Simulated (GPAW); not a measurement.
# A GW chain in GPAW: CaC2 (Immm)

How does a plane-wave GW calculation on CaC2 (Immm) run from the first input to the gap?

Calculated with GPAW 26.7.0; LDA and many-body steps on it, plane waves.

Most raw output is cut from this account.

## 1. The starting structure

It takes space group Immm (No. 71, orthorhombic). The conventional cell has a = 3.790 Å, b = 4.887 Å, c = 5.360 Å, α = 90.00°, β = 90.00°, γ = 90.00°. Nearest to Ca lie 8 C at 2.62 to 2.75 Å. Nearest to C lie 1 C at 1.26 Å and 4 Ca at 2.62 to 2.75 Å. Farther neighbours are not listed.

The cell and positions are those that the Materials Project relaxed with its own functionals (PBE, PBE+U or r2SCAN), kept fixed.

## 2. Ground state

This step: GPAW 26.7.0; DFT, LDA, plane waves, PAW.

The ground-state density comes first.

run.py reads:

```python
import json
import numpy as np
from gpaw.mpi import world
from ase import Atoms
from gpaw import GPAW, PW, FermiDirac

atoms = Atoms(['Ca', 'C', 'C'],
    cell=[[-1.8948765550, 2.4432612300, 2.6801311800],
      [1.8948765550, -2.4432612300, 2.6801311800],
      [1.8948765550, 2.4432612300, -2.6801311800]],
    scaled_positions=[[0.0000000000, 0.0000000000, 0.0000000000],
      [0.3712390700, 0.5000000000, 0.8712390700],
      [0.6287609300, 0.5000000000, 0.1287609300]],
    pbc=(True, True, True))
calc = GPAW(mode=PW(600),
    xc='LDA',
    kpts={'size': (8, 8, 8), 'gamma': True},
    occupations=FermiDirac(0.001),
    nbands=-7,
    convergence={'density': 1e-6, 'bands': -3},
    maxiter=100,
    txt='gs.txt')
atoms.calc = calc
res = {'energy': atoms.get_potential_energy()}
kpts = calc.get_ibz_k_points()
res['kpts'] = kpts
res['eigenvalues'] = [calc.get_eigenvalues(kpt=k) for k in range(len(kpts))]
res['n_electrons'] = calc.get_number_of_electrons()
calc.write('gs.gpw')

if world.rank == 0:
    with open('result.json', 'w') as f:
        json.dump(res, f, default=lambda x: x.tolist())
```

Started as:

```
$ mpirun -n 4 gpaw python run.py
```

Elapsed: 20 s, on 4 MPI ranks of Arm Neoverse V1, shared host; peak memory 0.68 GiB; 79 s of CPU time.

Numbers from this step:

```
total energy               : -22.25 eV
gap                        : 2.266 eV
k of the valence top       : 0.25, -0.25, 0.25
k of the conduction bottom : 0, 0, 0
least direct gap           : 2.555 eV
```

The gap is indirect, with the least direct gap 0.29 eV higher.

## 3. Bands along the symmetry lines

Levels along a band path, at the cheap level, show where the edges lie and whether the meshes to come will hold them.

run.py reads:

```python
import json
import numpy as np
from gpaw.mpi import world
from gpaw import GPAW

path = [[0.000000, 0.000000, 0.000000],
    [0.062500, 0.062500, -0.062500],
    [0.125000, 0.125000, -0.125000],
    [0.187500, 0.187500, -0.187500],
    [0.250000, 0.250000, -0.250000],
    [0.312500, 0.312500, -0.312500],
    [0.375000, 0.375000, -0.375000],
    [0.437500, 0.437500, -0.437500],
    [0.500000, 0.500000, -0.500000],
    [0.484371, 0.515629, -0.484371],
    [0.468741, 0.531259, -0.468741],
    [0.453112, 0.546888, -0.453112],
    [0.437483, 0.562517, -0.437483],
    [0.421853, 0.578147, -0.421853],
    [0.406224, 0.593776, -0.406224],
    [0.390595, 0.609405, -0.390595],
    [0.374965, 0.625035, -0.374965],
    [-0.374965, 0.374965, 0.374965],
    [-0.328095, 0.328095, 0.328095],
    [-0.281224, 0.281224, 0.281224],
    [-0.234353, 0.234353, 0.234353],
    [-0.187483, 0.187483, 0.187483],
    [-0.140612, 0.140612, 0.140612],
    [-0.093741, 0.093741, 0.093741],
    [-0.046871, 0.046871, 0.046871],
    [0.000000, 0.000000, 0.000000],
    [0.057220, -0.057220, 0.057220],
    [0.114441, -0.114441, 0.114441],
    [0.171661, -0.171661, 0.171661],
    [0.228881, -0.228881, 0.228881],
    [0.286102, -0.286102, 0.286102],
    [0.343322, -0.343322, 0.343322],
    [0.400542, -0.400542, 0.400542],
    [0.457763, -0.457763, 0.457763],
    [0.542237, 0.457763, -0.457763],
    [0.536958, 0.463042, -0.463042],
    [0.531678, 0.468322, -0.468322],
    [0.526398, 0.473602, -0.473602],
    [0.521119, 0.478881, -0.478881],
    [0.515839, 0.484161, -0.484161],
    [0.510559, 0.489441, -0.489441],
    [0.505280, 0.494720, -0.494720],
    [0.500000, 0.500000, -0.500000],
    [0.000000, 0.000000, 0.000000],
    [0.000000, 0.062500, 0.000000],
    [0.000000, 0.125000, 0.000000],
    [0.000000, 0.187500, 0.000000],
    [0.000000, 0.250000, 0.000000],
    [0.000000, 0.312500, 0.000000],
    [0.000000, 0.375000, 0.000000],
    [0.000000, 0.437500, 0.000000],
    [0.000000, 0.500000, 0.000000],
    [0.031250, 0.468750, 0.031250],
    [0.062500, 0.437500, 0.062500],
    [0.093750, 0.406250, 0.093750],
    [0.125000, 0.375000, 0.125000],
    [0.156250, 0.343750, 0.156250],
    [0.187500, 0.312500, 0.187500],
    [0.218750, 0.281250, 0.218750],
    [0.250000, 0.250000, 0.250000],
    [0.281250, 0.218750, 0.218750],
    [0.312500, 0.187500, 0.187500],
    [0.343750, 0.156250, 0.156250],
    [0.375000, 0.125000, 0.125000],
    [0.406250, 0.093750, 0.093750],
    [0.437500, 0.062500, 0.062500],
    [0.468750, 0.031250, 0.031250],
    [0.500000, 0.000000, 0.000000],
    [0.437500, 0.000000, 0.000000],
    [0.375000, 0.000000, 0.000000],
    [0.312500, 0.000000, 0.000000],
    [0.250000, 0.000000, 0.000000],
    [0.187500, 0.000000, 0.000000],
    [0.125000, 0.000000, 0.000000],
    [0.062500, 0.000000, 0.000000],
    [0.000000, 0.000000, 0.000000],
    [0.000000, 0.000000, 0.062500],
    [0.000000, 0.000000, 0.125000],
    [0.000000, 0.000000, 0.187500],
    [0.000000, 0.000000, 0.250000],
    [0.000000, 0.000000, 0.312500],
    [0.000000, 0.000000, 0.375000],
    [0.000000, 0.000000, 0.437500],
    [0.000000, 0.000000, 0.500000],
    [0.031250, 0.031250, 0.468750],
    [0.062500, 0.062500, 0.437500],
    [0.093750, 0.093750, 0.406250],
    [0.125000, 0.125000, 0.375000],
    [0.156250, 0.156250, 0.343750],
    [0.187500, 0.187500, 0.312500],
    [0.218750, 0.218750, 0.281250],
    [0.250000, 0.250000, 0.250000]]
calc = GPAW('gs.gpw').fixed_density(kpts=path,
    symmetry='off',
    nbands=19,
    convergence={'bands': 15},
    txt='bands.txt')
res = {}
kpts = calc.get_ibz_k_points()
res['kpts'] = kpts
res['eigenvalues'] = [calc.get_eigenvalues(kpt=k) for k in range(len(kpts))]
res['n_electrons'] = calc.get_number_of_electrons()

if world.rank == 0:
    with open('result.json', 'w') as f:
        json.dump(res, f, default=lambda x: x.tolist())
```

Started as:

```
$ mpirun -n 4 gpaw python run.py
```

Elapsed: 14 s, on 4 MPI ranks; peak memory 0.74 GiB; 55 s of CPU time.

Numbers from this step:

| Property | Result |
| --- | --- |
| gap | 2.270 eV |
| k of the valence top | 0.2861, -0.2861, 0.2861 |
| k of the conduction bottom | 0, 0, 0 |
| least direct gap | 2.555 eV |

The gap is 2.270 eV, +0.004 eV from the run before at this level.

Electronic bands along the path, in eV, zero at the top of the highest filled band:

| point | band 6 | band 7 | band 8 | band 9 | band 10 | band 11 | band 12 | band 13 |
| --- | --- | --- | --- | --- | --- | --- | --- | --- |
| Γ | -2.26 | -2.16 | -0.55 | -0.29 | 2.27 | 3.53 | 5.43 | 5.73 |
| halfway | -2.90 | -2.63 | -0.95 | -0.66 | 4.10 | 4.62 | 4.80 | 6.85 |
| X | -3.30 | -2.19 | -1.07 | -0.86 | 4.22 | 4.77 | 6.57 | 7.11 |
| halfway | -3.31 | -2.13 | -1.14 | -0.96 | 4.59 | 4.87 | 6.33 | 6.82 |
| F2 | -3.33 | -1.96 | -1.69 | -0.72 | 5.13 | 5.44 | 5.71 | 6.23 |
| jump to Σ0 | -3.33 | -1.96 | -1.69 | -0.72 | 5.13 | 5.44 | 5.71 | 6.23 |
| halfway | -2.92 | -2.45 | -1.02 | -0.41 | 3.31 | 4.91 | 5.04 | 6.57 |
| Γ | -2.26 | -2.16 | -0.55 | -0.29 | 2.27 | 3.53 | 5.43 | 5.73 |
| halfway | -3.92 | -1.47 | -0.89 | -0.05 | 3.81 | 5.35 | 5.97 | 6.28 |
| Y0 | -3.37 | -2.17 | -0.97 | -0.88 | 4.25 | 4.86 | 6.43 | 7.08 |
| jump to U0 | -3.37 | -2.17 | -0.97 | -0.88 | 4.25 | 4.86 | 6.43 | 7.08 |
| halfway | -3.32 | -2.18 | -1.05 | -0.87 | 4.23 | 4.80 | 6.53 | 7.10 |
| X | -3.30 | -2.19 | -1.07 | -0.86 | 4.22 | 4.77 | 6.57 | 7.11 |
| jump to Γ | -2.26 | -2.16 | -0.55 | -0.29 | 2.27 | 3.53 | 5.43 | 5.73 |
| halfway | -2.76 | -2.45 | -0.94 | -0.65 | 3.22 | 4.56 | 5.55 | 6.27 |
| R | -3.22 | -2.80 | -1.27 | -0.79 | 4.29 | 6.04 | 6.46 | 7.04 |
| halfway | -3.23 | -2.52 | -1.39 | -0.69 | 3.83 | 5.12 | 6.27 | 7.37 |
| W | -3.23 | -1.92 | -1.84 | -0.60 | 3.66 | 4.27 | 6.10 | 7.48 |
| halfway | -3.80 | -1.67 | -1.49 | -0.41 | 4.50 | 4.51 | 6.25 | 6.47 |
| S | -4.24 | -1.63 | -0.98 | -0.21 | 4.71 | 5.29 | 6.16 | 6.61 |
| halfway | -3.58 | -1.30 | -0.76 | -0.68 | 3.36 | 4.53 | 5.42 | 6.28 |
| Γ | -2.26 | -2.16 | -0.55 | -0.29 | 2.27 | 3.53 | 5.43 | 5.73 |
| halfway | -3.32 | -1.32 | -0.93 | -0.66 | 2.70 | 4.44 | 5.82 | 6.30 |
| T | -3.35 | -1.39 | -1.15 | -0.71 | 2.50 | 3.74 | 6.85 | 6.92 |
| halfway | -3.30 | -1.67 | -1.53 | -0.64 | 3.22 | 3.71 | 6.85 | 7.42 |
| W | -3.23 | -1.92 | -1.84 | -0.60 | 3.66 | 4.27 | 6.10 | 7.48 |

## 4. Empty states on the mesh, 4×4×4 mesh, 90 bands

The sums over transitions need many empty states on a uniform mesh; this step solves for them.

run.py reads:

```python
import json
import numpy as np
from gpaw.mpi import world
from gpaw import GPAW

calc = GPAW('gs.gpw').fixed_density(kpts={'size': (4, 4, 4), 'gamma': True},
    nbands=105,
    convergence={'bands': 90},
    txt='nscf.txt')
calc.write('full.gpw', mode='all')
res = {}
kpts = calc.get_ibz_k_points()
res['kpts'] = kpts
res['eigenvalues'] = [calc.get_eigenvalues(kpt=k) for k in range(len(kpts))]
res['n_electrons'] = calc.get_number_of_electrons()

if world.rank == 0:
    with open('result.json', 'w') as f:
        json.dump(res, f, default=lambda x: x.tolist())
```

Started as:

```
$ mpirun -n 4 gpaw python run.py
```

It took 25 s on 4 MPI ranks; peak memory 0.74 GiB.

This step gave:

```yaml
gap: 2.266 eV
k_of_the_valence_top: 0.25, -0.25, 0.25
k_of_the_conduction_bottom: 0, 0, 0
least_direct_gap: 2.555 eV
k_points_computed: 18
lowest_point_of_the_top_converged_band_above_the_valence_top: 68.5550 eV
```

On this mesh the gap is 2.266 eV.

## 5. Screening and self-energy, 4×4×4 mesh, 80 bands, screening to 80 eV

G0W0 replaces the xc potential by the self-energy, built once from these orbitals. Only a window of levels is corrected, while the sums run over the empty bands that the input names.

This step: G0W0 on LDA, plane waves, PAW.

run.py reads:

```python
import json
import numpy as np
from gpaw.mpi import world
from gpaw.response.g0w0 import G0W0

gw = G0W0('full.gpw',
    filename='gw',
    kpts=[0, 3],
    bands=(7, 11),
    ecut=80,
    nbands=80,
    integrate_gamma='WS',
    ppa=True)
gw.calculate()
res = {mode: {k: v for k, v in r.items() if k != 'sigma_eskwn'}
       for mode, r in gw.all_results.items()}

if world.rank == 0:
    with open('result.json', 'w') as f:
        json.dump(res, f, default=lambda x: x.tolist())
```

Started as:

```
$ mpirun -n 4 gpaw python run.py
```

Wall time 41 s (4 MPI ranks); peak memory 1.1 GiB.

Numbers from this step:

```yaml
g0w0_gap_on_the_points_computed: 4.462 eV
least_direct_g0w0_gap_on_the_computed_points: 4.786 eV
z_at_the_valence_top: 0.7827
z_at_the_conduction_bottom: 0.8195
starting_gap_on_the_mesh: 2.266 eV
k_of_the_valence_top: 0.25, -0.25, 0.25
k_of_the_conduction_bottom: 0, 0, 0
```

The gap on the mesh goes from 2.27 eV to 4.46 eV, a correction of +2.20 eV.

Limits: finite bands, cutoff and mesh; coarse k mesh. v1 is the top filled band, c1 the lowest empty one. Levels before and after the correction, in eV, zero at the valence-band top of each column:

|  | conduction bottom | valence top |
| --- | --- | --- |
| Kohn-Sham | 2.27 | 0.00 |
| G0W0 | 4.46 | 0.00 |

|  | level | energy (eV) |
| --- | --- | --- |
| Kohn-Sham | Γ v2 | -0.550 |
| Kohn-Sham | Γ v1 | -0.290 |
| Kohn-Sham | Γ c1 | 2.266 |
| Kohn-Sham | Γ c2 | 3.530 |
| Kohn-Sham | (0.25 -0.25 0.25) v2 | -0.931 |
| Kohn-Sham | (0.25 -0.25 0.25) v1 | 0.000 |
| Kohn-Sham | (0.25 -0.25 0.25) c1 | 4.046 |
| Kohn-Sham | (0.25 -0.25 0.25) c2 | 5.204 |
| G0W0 | Γ v2 | -0.600 |
| G0W0 | Γ v1 | -0.324 |
| G0W0 | Γ c1 | 4.462 |
| G0W0 | Γ c2 | 6.080 |
| G0W0 | (0.25 -0.25 0.25) v2 | -0.989 |
| G0W0 | (0.25 -0.25 0.25) v1 | 0.000 |
| G0W0 | (0.25 -0.25 0.25) c1 | 6.363 |
| G0W0 | (0.25 -0.25 0.25) c2 | 7.978 |

## 6. Where the time went

Times are wall times on 4 MPI ranks of Arm Neoverse V1, shared host, good to a factor of about two.

| step | time | share | memory (GiB) |
| --- | --- | --- | --- |
| ground state | 20 s | 20 % | 0.68 |
| bands along the symmetry lines | 14 s | 14 % | 0.74 |
| empty states on the mesh | 25 s | 25 % | 0.74 |
| screening and self-energy | 41 s | 41 % | 1.1 |

## 7. What came out

```json
{"LDA gap": "2.27 eV, indirect", "G0W0 gap on the mesh": "4.46 eV", "GW settings": "4×4×4 mesh, 80 bands, screening to 80 eV, Godby-Needs plasmon pole", "known limits": "not at the basis limit; coarse k mesh"}
```

**Reading.** G0W0 moves the gap on the mesh from 2.27 eV to 4.46 eV (+2.20 eV), with Z of 0.78 and 0.82 at the edges. Only 2 of the mesh's irreducible points were corrected, so a valley elsewhere could overtake. The dearest step here is «screening and self-energy». Bands and cutoff are finite, so the gap is not at the basis limit. The miss can reach some tenths of an eV and take either sign; the mesh is an error of its own. These stock PAW sets were not made for GW. In the G0W0 run levels were corrected at 2 k points alone, so a gap called «on the mesh» is the least over those, and an edge elsewhere would be missed. The 4×4×4 mesh is coarse for this cell, which bears on the long-range parts of exchange and screening.

[Paths, hosts, dates, memory and timing lines, banners, echoed tables and standing remarks are left out of the program output.]

[Logs are printed without paths, hosts, clocks, repeated set-up lines and the standing remarks that a program may print on its own settings, such as how far it seeks lower states.]

[Runs of the session that timed out or met a known fault of the program may be left out.]

[Hosts, paths, dates, database ids (printed as entryN), source tags and the programs' standing remarks are cut or masked in the printed files.]
